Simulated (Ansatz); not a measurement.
# Relaxing random alloy of the fcc Cu-Al line, x = 0.1562 (128 atoms), part 2 of 2

Wanted: the relaxed structure of random alloy of the fcc Cu-Al line, x = 0.1562 (128 atoms) and its electronic structure.

Ansatz 0.2.0; Kohn-Sham DFT, PBE, PAW (set soft_2), plane waves.

The cell: 108 Cu and 20 Al. The host structure and its lattice constant were typed by rule, without a check against the phase diagram.

So far. Step 3 (Cell and atoms relaxed): The relaxation changed the energy by -16.4 meV/atom, and atoms moved by 0.072 Å r.m.s., 0.21 Å at most.

**5. Single point at the relaxed geometry (continued)**

Valence density in the ac plane at fractional y = 0.001, with atoms of Cu and Al within 0.2 Å of it. It is the smooth field of the valence electrons, not physical close to the nuclei.

Values in e/Å³, 13 rows by 16 columns, each cell a mean:
```
 7  0  1  0  0  0  0  6  7  0  1  0  0  0  0  7
 0  8 23  1  0  0  0  0  0  8 23  1  0  0  0  0
 0  1  1  0  0  0  0  0  0  1  1  2  8  0  0  0
 0  0  0  0  0  0  0  0  0  0  0  9 15  0  0  0
 0  0  0  0  0  0  0  0  0  0  0  0  0  9 17  0
 3  0  0  0  0  0  0  1  2  0  0  0  0  4  3  1
20  0  0  0  0  0  0 10 20  0  0  0  0  0  0 10
 1  4 11  0  0  0  0  1  1  0  0  0  0  0  0  1
 0  9 10  0  0  0  0  0  0  0  0  0  0  0  0  0
 0  0  0  0  0  0  0  0  0  0  0  0  0  0  0  0
 0  0  0  0  0  2  5  0  0  0  0  0  0  1  4  0
 0  0  0  0  0 11 16  0  0  0  0  0  0 11 18  0
15  0  0  0  0  0  0  6 16  0  0  0  0  0  0  6
```
Columns run along a (12.7 Å), rows up along c (12.7 Å). Atoms in or near the plane, at fractional coordinates: Cu at (0.50, 0.00), Al at (0.74, 0.23), Cu at (0.00, 0.00), Cu at (0.87, 0.12), Al at (0.26, 0.26), Cu at (0.50, 0.50), Cu at (0.75, 0.75), Cu at (0.37, 0.12), Al at (0.62, 0.37), Cu at (0.00, 0.50), Cu at (0.87, 0.62), Al at (0.24, 0.74), Cu at (0.12, 0.37), Al at (0.38, 0.61) and more.

A closer look about Cu51, picked at random: 13 atoms, nearest first, numbered in the order of the input, with positions taken from that point.

| atom | x | y | z | distance (Å) | bonds |
| --- | --- | --- | --- | --- | --- |
| Cu51 | 0.00 | 0.00 | 0.00 | 0.00 | 12 |
| Cu113 | -1.85 | -0.03 | 1.76 | 2.56 | 12 |
| Cu44 | 0.00 | -1.83 | -1.79 | 2.56 | 12 |
| Cu5 | 1.87 | 0.04 | -1.75 | 2.57 | 12 |
| Cu48 | 0.00 | -1.87 | 1.77 | 2.57 | 12 |
| Cu116 | 0.03 | 1.85 | 1.79 | 2.57 | 12 |
| Cu53 | 1.87 | -0.01 | 1.78 | 2.58 | 12 |
| Cu49 | -1.85 | 0.01 | -1.81 | 2.59 | 12 |
| Cu52 | 0.01 | 1.85 | -1.81 | 2.59 | 12 |
| Cu50 | -1.83 | 1.86 | -0.03 | 2.61 | 12 |
| Cu42 | -1.85 | -1.85 | -0.02 | 2.62 | 12 |
| Cu94 | 1.88 | -1.85 | -0.01 | 2.63 | 12 |
| Al6 | 1.87 | 1.86 | 0.01 | 2.64 | 12 |

The column of bonds counts only the pairs Cu-Cu within 3.12 Å, Cu-Al within 3.12 Å, Al-Al within 3.12 Å; other neighbours, such as metal atoms beside each other in a compound, aren't counted, and periodic images can show an atom twice.

**6. K-mesh 3×3×3**

Large cells are often run on few k-points; this run checks whether the reference had enough.

The input, input.yaml:

```yaml
crystal:
  lattice:
    - [-7.4084, 7.40713, 7.23621]
    - [7.39932, -7.40518, 7.22519]
    - [7.41073, 7.40751, -7.23426]
  atoms:
    [... the 128 atom lines of step 5 ...]
kpoints:
  mp_grid: { grid: [3, 3, 3] }
hamiltonian:
  xc: pbe
scf:
  occupations: { method: fermi_dirac, width: 0.1 }
output:
  forces: true
  stress: true
  populations: true
  dos:
    method: { smearing: { sigma: 0.08 } }
    de: 0.05
    projected: { site_lists: { Al: [Al], Cu: [Cu] } }
  eigenvalues: true
```

Launch:

```console
ansatz run input.yaml --threads 11 --pin off --max-ram 102400MiB --backend cuda --events-out ev --progress --plain --runs-dir out
```

Elapsed: 29 s, on 1 × NVIDIA H100 80GB HBM3 with 11 threads of AMD EPYC 7R13 (Zen 3), shared host; peak memory 8.1 GiB; 2.1 min of CPU time.

That memory is the host's.

The program notes that it cut back its plan to fit the GPU's memory.

Geometry and reference: those of the single point at the relaxed geometry.

Forces differ from those of the single point at the relaxed geometry by 8.4 meV/Å r.m.s.; the energy by +0.86 meV/atom. It took 29 s and 10 cycles; the reference's time can't be set against it, since the two runs asked for unlike analyses.

**7. Functional r2SCAN (500 eV)**

The meta-GGA r2SCAN uses the kinetic energy density as well as the density and its gradient. Besides, the cutoff goes from 420 to 500 eV.

This step: Kohn-Sham DFT, r2SCAN, PAW (set soft_2), plane waves (Ansatz 0.2.0).

input.yaml, as its differences from that of step 6:

```diff
@@ -8,5 +8,5 @@
 kpoints:
-  mp_grid: { grid: [3, 3, 3] }
+  mp_grid: { grid: [2, 2, 2] }
 hamiltonian:
-  xc: pbe
+  xc: r2scan
 scf:
```

It took 22 s on 1 × NVIDIA H100 80GB HBM3 with 11 threads; peak memory 8 GiB.

That memory is the host's.

Geometry and reference: those of the single point at the relaxed geometry.

Forces differ from those of the single point at the relaxed geometry by 20 meV/Å r.m.s.; the pressure by -5.5 GPa. It took 22 s and 15 cycles; the reference's time can't be set against it, since the two runs asked for unlike analyses.

**8. Functional PBEsol**

PBEsol restores the gradient expansion of exchange for slowly varying densities and usually gives shorter bonds in solids than PBE.

This step: Kohn-Sham DFT, PBEsol, PAW (set soft_2), plane waves (Ansatz 0.2.0).

input.yaml, as its differences from that of step 7:

```diff
@@ -10,3 +10,3 @@
 hamiltonian:
-  xc: r2scan
+  xc: pbesol
 scf:
```

Elapsed: 13 s, on 1 × NVIDIA H100 80GB HBM3 with 11 threads; peak memory 6.5 GiB; 57 s of CPU time.

That memory is the host's; the program planned up to 70.8 GiB on the GPU.

Geometry and reference: those of the single point at the relaxed geometry.

Forces differ from those of the single point at the relaxed geometry by 34 meV/Å r.m.s.; the pressure by -6.8 GPa.

**9. What each setting buys**

Each row is set against the single point at the relaxed geometry (Kohn-Sham DFT, PBE, PAW (set soft_2), plane waves; r.m.s. force component 9.1e-4 eV/Å). Energies are set beside the reference only for runs with its functional, potentials and electron count. Times are for 1 × NVIDIA H100 80GB HBM3 with 11 threads of AMD EPYC 7R13 (Zen 3), shared host. The reference's time includes grids, which some other runs skip.

| run | Δ force, r.m.s. (meV/Å) | Δ energy (meV/atom) | Δ pressure (GPa) | cycles | time | host memory (GiB) |
| --- | --- | --- | --- | --- | --- | --- |
| reference | - | - | - | 11 | 16 s | 6.5 |
| k-mesh 3×3×3 | 8.40 | 0.865 | -0.0197 | 10 | 29 s | 8.1 |
| functional r2SCAN (500 eV) | 19.8 | - | -5.52 | 15 | 22 s | 8.0 |
| functional PBEsol | 34.3 | - | -6.79 | 10 | 13 s | 6.5 |

**10. Results**

| Property | Result |
| --- | --- |
| energy change in the relaxation | -16.41 meV/atom |
| r.m.s. displacement | 0.072 Å |
| largest displacement | 0.21 Å |
| free energy per atom | -5674.0643 eV/atom |
| density | 7.748 g/cm³ |
| pressure | 0.01722 GPa |
| r.m.s. force component | 0.00091 eV/Å |
| wall time of the 6 DFT runs | 2.1 min |

In words: Relaxation lowers the energy by 16.4 meV/atom and moves atoms by 0.072 Å r.m.s.; the r.m.s. force component goes from 0.28 to 9.1e-4 eV/Å. Displacements are taken in the final cell, so they leave out its strain. By the final cutoffs no bond was broken or made. The cell shrank by 2.0 % in volume. From the first step to the last the energy fell by 2.101 eV, across changes of basis, and the largest move was 0.21 Å (Al9). The Al-Al bonds change most in mean length: from 2.614 Å (spread 0.024) to 2.746 Å (spread 0.056). With the cutoffs above, all Al atoms have 12 and all Cu atoms have 12 bonded neighbours. 121 levels are partly filled, by over 2 % (on the run's k-points), as in a metal.

Among the changes of functional, dispersion, potentials or spin set against this reference, functional PBEsol moves the forces most, by 34 meV/Å r.m.s.

[Logs are printed without paths, hosts, clocks, repeated set-up lines and the standing remarks that a program may print on its own settings, such as how far it seeks lower states.]

[Hosts, paths, dates, database ids (printed as entryN), source tags and the programs' standing remarks are cut or masked in the printed files.]
